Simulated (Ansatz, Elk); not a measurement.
**Bonding as seen by X-rays: ScPd3N2**

The structure of ScPd3N2 used here is made up (a known structure type with other elements) and was relaxed beforehand with r2SCAN. The aim is the Fourier transform of its all-electron density, F(hkl), set beside the sum over free spherical atoms that refinements use.

Calculated with Elk 11.2.3 (patched build); DFT, PBE, all-electron APW+lo, Dirac cores, scalar-relativistic bands, static density, no spin.

This account leaves out most program logs.

The structure was built from a prototype and need not be the compound's stable phase.

## 1. The structure

The structure is hexagonal, space group P6/mmm (No. 191). The conventional cell has a = 5.552 Å, b = 5.552 Å, c = 2.974 Å, α = 90.00°, β = 90.00°, γ = 120.00°. Pd has 4 N at 2.19 Å nearest. Nearest to Sc lie 2 Sc at 2.97 Å. N has 6 Pd at 2.19 Å nearest. Farther neighbours and most contacts between anions are not listed.

## 2. Ground state and structure factors

An all-electron density is needed, since X-rays see the cores too. Task 0 finds the density and task 195 Fourier-transforms it; tshift is off so that phases refer to the origin typed.

Contents of elk.in:

```
tasks
  0
  195

xctype
  20

spinpol
  .false.

rgkmax
  7.0

gmaxvr
  14.0

lmaxo
  7

lmaxapw
  8

swidth
  0.002

tshift
  .false.

ramdisk
  .false.

hmaxvr
  5.5

maxscl
  120

epspot
  1e-06

sppath
  './'

avec
  10.49134534913 0.00000000000 0.00000000000
  -5.24567267457 9.08577159222 0.00000000000
  0.00000000000 0.00000000000 5.61950717768

atoms
  3
  'Pd.in'
  3
  0.0000000000 0.5000000000 0.5000000000   0.000000 0.000000 0.000000
  0.5000000000 0.5000000000 0.5000000000   0.000000 0.000000 0.000000
  0.5000000000 -0.0000000000 0.5000000000   0.000000 0.000000 0.000000
  'Sc.in'
  1
  0.0000000000 0.0000000000 0.0000000000   0.000000 0.000000 0.000000
  'N.in'
  2
  0.6666666667 0.3333333333 0.0000000000   0.000000 0.000000 0.000000
  0.3333333333 0.6666666667 0.0000000000   0.000000 0.000000 0.000000

ngridk
  5 5 8
```

Run with:

```sh
$ OMP_NUM_THREADS=4 elk
```

It took 38 s on 4 threads of Arm Neoverse V2, shared host; peak memory 0.21 GiB; 1.9 min of CPU time.

SFACRHO.OUT:

```text

h k l indices transformed by vhmat matrix:
   1.000000000       0.000000000       0.000000000    
   0.000000000       1.000000000       0.000000000    
   0.000000000       0.000000000       1.000000000    

      h      k      l  multipl.   |H|            Re(F)            Im(F)           |F|

      0      0      0      1   0.0000000       173.00000      0.13874144E-15   173.00000    
     -1      1      0      6  0.69154119      -30.569134      0.37169051E-14   30.569134    
      0      0      1      2   1.1181026      -90.425586      0.14144795E-13   90.425586    
      2     -1      0      6   1.1977845      -12.453215     -0.42531340E-13   12.453215    
      1      0      1     12   1.3146796       47.292903     -0.77125781E-13   47.292903    
      0      2      0      6   1.3830824       119.68624     -0.18119912E-13   119.68624    
      1     -2     -1     12   1.6385484       56.035460     -0.71171314E-13   56.035460    
      2     -2     -1     12   1.7785022      -89.758833     -0.41350569E-13   89.758833    
     -1      3      0     12   1.8296460      -23.087375     -0.14867620E-13   23.087375    
     -3      0      0      6   2.0746236      -12.327387     -0.41865319E-13   12.327387    
     -3      2      1     24   2.1442383       39.251526      0.53895124E-13   39.251526    
      0      0     -2      2   2.2362051       106.58793      0.22028500E-13   106.58793    
      1     -1      2     12   2.3406927      -20.638980      0.74338102E-14   20.638980    
      3     -3      1     12   2.3567385       45.444297      0.35438322E-13   45.444297    
     -2      4      0      6   2.3955690       102.41305     -0.44074102E-13   102.41305    
     -1     -3      0     12   2.4933872      -19.964615     -0.13938394E-13   19.964615    
      2     -1     -2     12   2.5367895      -12.247992     -0.28366323E-13   12.247992    
      0      2     -2     12   2.6293593       89.732042      0.26482949E-13   89.732042
```

Elk indexes on the primitive cell of elk.in and gives |H| = 4π sin θ/λ in inverse bohr. Below, one row stands for each form hkl of the conventional cell (m members, Friedel mates merged), F is for one primitive cell and the density is static (no thermal factor). Free-atom factors are Waasmaier and Kirfel's, and R is Σm||F|−|F'||/Σm|F|.

| hkl | m | sin θ/λ (Å⁻¹) | abs F, DFT | neutral atoms | diff. |
| --- | --- | --- | --- | --- | --- |
| 100 | 6 | 0.104 | 30.569 | 30.898 | -0.329 |
| 001 | 2 | 0.168 | 90.426 | 91.489 | -1.063 |
| 110 | 6 | 0.180 | 12.453 | 13.018 | -0.564 |
| 101 | 12 | 0.198 | 47.293 | 48.017 | -0.724 |
| 200 | 6 | 0.208 | 119.686 | 120.807 | -1.121 |
| 111 | 12 | 0.246 | 56.035 | 56.051 | -0.016 |
| 201 | 12 | 0.268 | 89.759 | 90.187 | -0.428 |
| 210 | 12 | 0.275 | 23.087 | 23.301 | -0.213 |
| 300 | 6 | 0.312 | 12.327 | 12.598 | -0.271 |
| 211 | 24 | 0.322 | 39.252 | 39.283 | -0.032 |
| 002 | 2 | 0.336 | 106.588 | 106.486 | +0.102 |
| 102 | 12 | 0.352 | 20.639 | 20.535 | +0.104 |
| 301 | 12 | 0.354 | 45.444 | 45.475 | -0.031 |
| 220 | 6 | 0.360 | 102.413 | 102.261 | +0.152 |
| 310 | 12 | 0.375 | 19.965 | 19.838 | +0.126 |
| 112 | 12 | 0.382 | 12.248 | 12.103 | +0.145 |
| 202 | 12 | 0.395 | 89.732 | 89.335 | +0.397 |
| 221 | 12 | 0.398 | 66.422 | 66.097 | +0.325 |

## 3. The highest occupied states alone

An energy window below the Fermi level keeps the highest occupied states, to see at which angles they scatter; shallow core shells can lie inside it and anion s states outside. No new self-consistency is needed.

elk.in, as its differences from that of step 2:

```diff
@@ -1,3 +1,2 @@
 tasks
-  0
   195
@@ -40,2 +39,5 @@
 
+wsfac
+  -0.041400 0.626090
+
 sppath
```

Run with:

```sh
$ OMP_NUM_THREADS=4 elk
```

Run time: 8.2 s. Hardware: 4 threads; peak memory 0.16 GiB; 11 s of CPU time.

States within 10 eV below the Fermi level hold 39.00 electrons; any levels below the window count with the cores. Their amplitudes can exceed the total, where window and core parts have opposite phase:

| hkl | sin θ/λ (Å⁻¹) | abs F, window | abs F, all |
| --- | --- | --- | --- |
| 100 | 0.104 | 8.903 | 30.569 |
| 001 | 0.168 | 11.261 | 90.426 |
| 110 | 0.180 | 0.539 | 12.453 |
| 101 | 0.198 | 2.490 | 47.293 |
| 200 | 0.208 | 10.303 | 119.686 |
| 111 | 0.246 | 5.876 | 56.035 |
| 201 | 0.268 | 8.171 | 89.759 |
| 210 | 0.275 | 2.986 | 23.087 |
| 300 | 0.312 | 0.454 | 12.327 |
| 211 | 0.322 | 0.822 | 39.252 |

## 4. Another functional

The difference from free atoms is small, so it is set against the change that LDA (Perdew-Wang) makes.

elk.in, as its differences from that of step 3:

```diff
@@ -1,2 +1,3 @@
 tasks
+  0
   195
@@ -4,3 +5,3 @@
 xctype
-  20
+  3
 
@@ -39,5 +40,2 @@
 
-wsfac
-  -0.041400 0.626090
-
 sppath
```

Run with:

```sh
$ OMP_NUM_THREADS=4 elk
```

Run time: 23 s. Hardware: 4 threads; peak memory 0.17 GiB; 70 s of CPU time.

Against the first run R = 0.03 %; the largest change is -0.061 at 111.

## 5. Basis size

A smaller basis shows how fast F responds to it; the change is likely larger than the basis error of the first run, but doesn't show convergence.

elk.in, as its differences from that of step 4:

```diff
@@ -5,3 +5,3 @@
 xctype
-  3
+  20
 
@@ -11,3 +11,3 @@
 rgkmax
-  7.0
+  5.5
```

Run with:

```sh
$ OMP_NUM_THREADS=4 elk
```

Wall time 32 s (4 threads); peak memory 0.19 GiB; 96 s of CPU time.

Against the first run R = 0.05 %; the largest change is -0.100 at 111.

## 6. Settings against the effect

| run | R against the first run (%) | R against neutral atoms, low angle (%) | wall time |
| --- | --- | --- | --- |
| PBE, rgkmax 7 | 0.00 | 0.82 | 38 s |
| LDA (Perdew-Wang) | 0.03 | 0.86 | 23 s |
| rgkmax 5.5 | 0.05 | 0.88 | 32 s |

## 7. Results

* R against neutral atoms, sin θ/λ < 0.3 Å⁻¹: 0.82 %
* R against neutral atoms, 0.3 to 0.83 Å⁻¹: 0.39 %

**Reading.** Independent neutral atoms miss the calculated amplitudes by R = 0.82 % below 0.3 Å⁻¹ and 0.39 % from there to 0.83 Å⁻¹; by shells, 1.08 % below 0.15 Å⁻¹ (1 form), 0.81 % 0.15 to 0.3 (7 forms), 0.44 % 0.3 to 0.45 (14 forms), 0.38 % above 0.45 (79 forms). Bonding, aspherical density and the tables' own atoms all enter these figures, and the runs don't part them. The largest change of an amplitude is -1.12 electrons, at 200. The window's part falls from 39.0 electrons at the origin to at most 0.59 between 0.45 and 0.83 Å⁻¹. Below 0.3 Å⁻¹ the changes that finished (LDA (Perdew-Wang) and rgkmax 5.5) move F by R = 0.08 % at most, against the 0.82 % that separates it from free atoms. The k-mesh has no finished test. These runs have no spin, though d or f shells may be open. The electron count is odd, so without spin the run is a metal by force. Part of the difference isn't bonding: the tables are fits to free atoms and ions calculated by other methods than this functional. Thermal motion, anomalous dispersion and extinction are left out.

[Logs are printed without paths, hosts, clocks, repeated set-up lines and the standing remarks that a program may print on its own settings, such as how far it seeks lower states.]

[Hosts, paths, dates, database ids (printed as entryN), source tags and the programs' standing remarks are cut or masked in the printed files.]
